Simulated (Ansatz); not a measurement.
# Phonons of GaGeW in the AlB2 type, part 3 of 3

The plan: relax GaGeW in the AlB2 type, check its phonons, and, if the lattice is stable, compute its Eliashberg function and ρ(T).

Ansatz 0.2.0; DFT PBEsol, scalar-relativistic, plane waves, PAW; PAW set soft_1.

So far, highest frequency, solved or plainly interpolated (cm⁻¹): step 5 (phonons by linear response: q 2×2×2, k 4×4×6) 246; step 6 (k-mesh 6×6×9, q mesh 3×3×3) 244. Also lowest on path (cm⁻¹): step 5 -85.3; step 6 -72.8. The relaxed cell has a = 4.515, c = 2.621 Å (conventional setting).

The structure was built from a prototype and need not be the compound's stable phase.

### 7. Phonons: Fermi–Dirac smearing of 0.3 eV

The phonons are repeated on the same meshes with a wide Fermi–Dirac smearing, to see whether the soft mode comes from sharp features of the Fermi surface.

input.yaml

```yaml
crystal:
  lattice:
    - [4.5145785689, 0.0, 0.0]
    - [-2.2572892844, 3.909739728, 0.0]
    - [0.0, 0.0, 2.6206867934]
  atoms:
    - { symbol: W, position: [0.0, 0.0, 0.0] }
    - { symbol: Ga, position: [0.3333333333, 0.6666666667, 0.5] }
    - { symbol: Ge, position: [0.6666666667, 0.3333333333, 0.5] }
kpoints:
  mp_grid: { grid: [6, 6, 9] }
hamiltonian:
  xc: pbesol
  pseudopotentials: { kind: paw, azcp: { folder: soft_1 }, xc_functional: pbe }
scf:
  occupations: { method: fermi_dirac, width: 0.3 }
output:
  eigenvalues: true
phonons:
  method: dfpt
  qmesh: [3, 3, 3]
  temperatures: { t_max: 1000, t_step: 50 }
  qpath:
    path:
      - [[0.0, 0.0, 0.0], [0.5, 0.0, 0.0], [0.33333333, 0.33333333, 0.0], [0.0, 0.0, 0.0], [0.0, 0.0, 0.5], [0.5, 0.0, 0.5], [0.33333333, 0.33333333, 0.5], [0.0, 0.0, 0.5]]
      - [[0.5, 0.0, 0.5], [0.5, 0.0, 0.0]]
      - [[0.33333333, 0.33333333, 0.5], [0.33333333, 0.33333333, 0.0]]
    npoints: 10
```

The run is started by

```console
$ ansatz run input.yaml --threads 4 --pin off --max-ram 12288MiB --backend cpu --events-out ev --progress --plain --runs-dir out
```

Numbers of over 12 decimals in the logs are rounded to 6 here.

Log:

```text
band count auto-derived: 27 (N_el = 41.0; filled up to band 21; 25 by the electrons, moments and atoms)
[...]
Crystal: 3 atoms, lattice volume = 46.257 Å³
Basis set: ecut = 420 eV, 927 PW (Γ), exchange–correlation on 64×64×36 points (8 copies of the dense FFT grid, shifted against one another)
Bands: 27, of which v1, the nominal top of the filled ones, is band 21 counted from 1 (20 counted from 0)
Symmetry: 12 space group operations
k-points: 35 of 324 (time reversal used)
[...]
SCF iter   1: F=—  HF=-18253.922712 eV  |F-HF|=—  |Δ(HF+E_count)|=         —  Δρ=6.35e-2  dr2=2.49e0  ethr=3.10e-3  ⟨swp⟩=5.1  Hψ=3429  notcnv=0
[...]
SCF iter  10: F=-18253.318422 eV  HF=-18253.318422 eV  |F-HF|=3.64e-12  |Δ(HF+E_count)|=  2.29e-10  Δρ=1.97e-7  dr2=7.00e-12  ethr=1.00e-12  ⟨swp⟩=3.5  Hψ=4449  notcnv=0
SCF 1 converged in 10 iterations: F = -18253.318422 eV  dr2 = 7.00e-12
[...]
SCF converged after 10 iterations
Free energy (F): -18253.318422 eV
[...]
Internal energy: -18252.850480 eV  (E = F + TS)
E sigma→0 (E₀):  -18253.084451 eV
Entropy (-TS):   -0.467942 eV (-155.981 meV/atom)
Fermi energy:    16.690967 eV
[...]
--- Band table (eV; the first three rows and the last of 35) ---
  k-point 0: bands = [... 17 lower, 11.6944, 12.5005, 16.4815, 16.4815, 19.2948, 19.2948, 20.7581, 20.7581, ... 2 higher]
  k-point 1: bands = [... 17 lower, 12.0082, 13.0974, 15.8946, 15.8946, 19.6975, 19.6975, 20.5456, 20.6835, ... 2 higher]
  k-point 2: bands = [... 17 lower, 12.8089, 14.4753, 14.7344, 14.7344, 18.1650, 20.1074, 20.1074, 20.8112, ... 2 higher]
  k-point 34: bands = [... 17 lower, 13.2906, 13.6859, 16.1015, 16.1652, 17.4847, 17.7151, 17.7515, 22.8024, ... 2 higher]
[...]
ASR residual: 9.671e-4 → 0.000e0 eV/Å²; symmetrization residual: 6.385e-6 eV/Å²
  ASR residual per site (eV/Å²): 9.67e-4 1.91e-4 1.04e-4
  Γ frequencies (cm⁻¹): -68.23 0.00 0.00 0.00 30.77 103.56 103.56 220.86 220.86
--- Phonons (arbitrary-q DFPT): 6 irreducible q on the 3×3×3 mesh ---
[...]
interpolated dispersion: 93 rows × 9 modes
[...]
```

Wall time 2.3 min (4 threads of Arm Neoverse V2, shared host); peak memory 0.95 GiB.

Numbers from this step:

```
share of imaginary modes in the plain interpolation between solved wavevectors : 0.0381
highest frequency, solved or plainly interpolated                              : 240.8 cm⁻¹
```

Solved on the 3×3×3 mesh alone; all other wavevectors are interpolated. The phonon branches at the labelled points (cm⁻¹):

| point | branch 1 | branch 2 | branch 3 | branch 4 | branch 5 | branch 6 | branch 7 | branch 8 | branch 9 |
| --- | --- | --- | --- | --- | --- | --- | --- | --- | --- |
| Γ | -68 | 0 | 0 | 0 | 31 | 104 | 104 | 221 | 221 |
| halfway | -65 | -33 | 34 | 45 | 74 | 100 | 123 | 212 | 225 |
| M | -61 | -53 | 44 | 70 | 81 | 84 | 134 | 211 | 230 |
| halfway | -60 | -51 | 39 | 44 | 73 | 82 | 152 | 198 | 237 |
| K | -58 | -50 | -4 | 33 | 66 | 79 | 175 | 179 | 241 |
| halfway | -64 | -36 | 34 | 44 | 78 | 94 | 132 | 207 | 229 |
| Γ | -68 | 0 | 0 | 0 | 31 | 104 | 104 | 221 | 221 |
| halfway | -7 | -7 | 96 | 96 | 131 | 139 | 164 | 210 | 210 |
| A | 6 | 6 | 87 | 87 | 193 | 193 | 199 | 199 | 236 |
| halfway | 45 | 67 | 69 | 96 | 188 | 198 | 202 | 205 | 228 |
| L | 46 | 68 | 97 | 122 | 169 | 206 | 206 | 210 | 219 |
| halfway | 43 | 76 | 98 | 130 | 167 | 194 | 206 | 217 | 220 |
| H | 39 | 84 | 100 | 146 | 158 | 188 | 207 | 220 | 220 |
| halfway | 54 | 64 | 74 | 101 | 189 | 194 | 199 | 211 | 227 |
| A | 6 | 6 | 87 | 87 | 193 | 193 | 199 | 199 | 236 |
| jump to L | 46 | 68 | 97 | 122 | 169 | 206 | 206 | 210 | 219 |
| halfway | 59 | 73 | 89 | 122 | 129 | 144 | 159 | 199 | 220 |
| M | -61 | -53 | 44 | 70 | 81 | 84 | 134 | 211 | 230 |
| jump to H | 39 | 84 | 100 | 146 | 158 | 188 | 207 | 220 | 220 |
| halfway | 28 | 74 | 88 | 132 | 143 | 148 | 167 | 172 | 227 |
| K | -58 | -50 | -4 | 33 | 66 | 79 | 175 | 179 | 241 |

The phonon branches as a text plot (rows in cm⁻¹):

```
    234 |    ********           ****         ****     ***    ****
    221 |****        ******    *    *********      ***   ****
    209 |  *****     **    ****    ************  **  ******
    196 |       *  **          ******  **  **********     **
    183 |        **          * *   **    ****     **     ***   **
    170 |        **         * *      ****        * *       ******
    157 |       *  *         *           **       * *    ***
    144 |      *    *       *            **        ***   ** *
    131 |   ***            **          **           * ***   *
    118 |  *         **    *         **    *     *****       *
    106 |***          ******        *    ** *        *       **
     93 |   **      **    ********** ****  * **********  **** *
     80 |   *********            ** *   *** * **     ************
     67 |  * ** **** *    *        * ***   ***   ********    ****
     54 | * *  *      *             **     ** *  ****  *
     41 |  ******   **   *        **  *****  *        * ****   **
     28 |***     *********        *           *             ** *
     15 |*        *    *         *             *      *       **
      3 |        *      **     **               *               *
    -10 |*             *  *****
    -23 | **          *
    -36 |   *       **                                 *        *
    -49 |    *******                                   **       *
    -62 |*****************                              *
         Γ    M  K      Γ       A     L  H     A|L     M|H      K
```

Among the solved wavevectors the lowest mode, translations apart, is -68.2 cm⁻¹, imaginary.

### 8. Results

| Quantity | Value |
| --- | --- |
| phonon run of the rows without a label of their own | PBEsol, q 3×3×3, k 6×6×9 |
| softest mode on the q mesh | -72.8 cm⁻¹ at q = (0.333, 0.333, 0) |
| highest frequency, solved or plainly interpolated | 244 cm⁻¹ |

In words: The lattice is dynamically unstable at this level: a mode at q = (0.333, 0.333, 0) is imaginary, 72.8i cm⁻¹, so no harmonic coupling constant or resistivity is defined for this structure. These meshes are coarse, and single modes of a metal can move by tens of cm⁻¹ with the k mesh. Spin–orbit coupling, left out here, matters for W. The phonon runs are not spin-polarised. The PAW files were made for PBE; under other functionals the run regenerates their frozen core. The structure was built by hand as an ordered model, and its stability against other phases was not tested.

[Logs are printed without paths, hosts, clocks, repeated set-up lines and the standing remarks that a program may print on its own settings, such as how far it seeks lower states.]

[Hosts, paths, dates, database ids (printed as entryN), source tags and the programs' standing remarks are cut or masked in the printed files.]
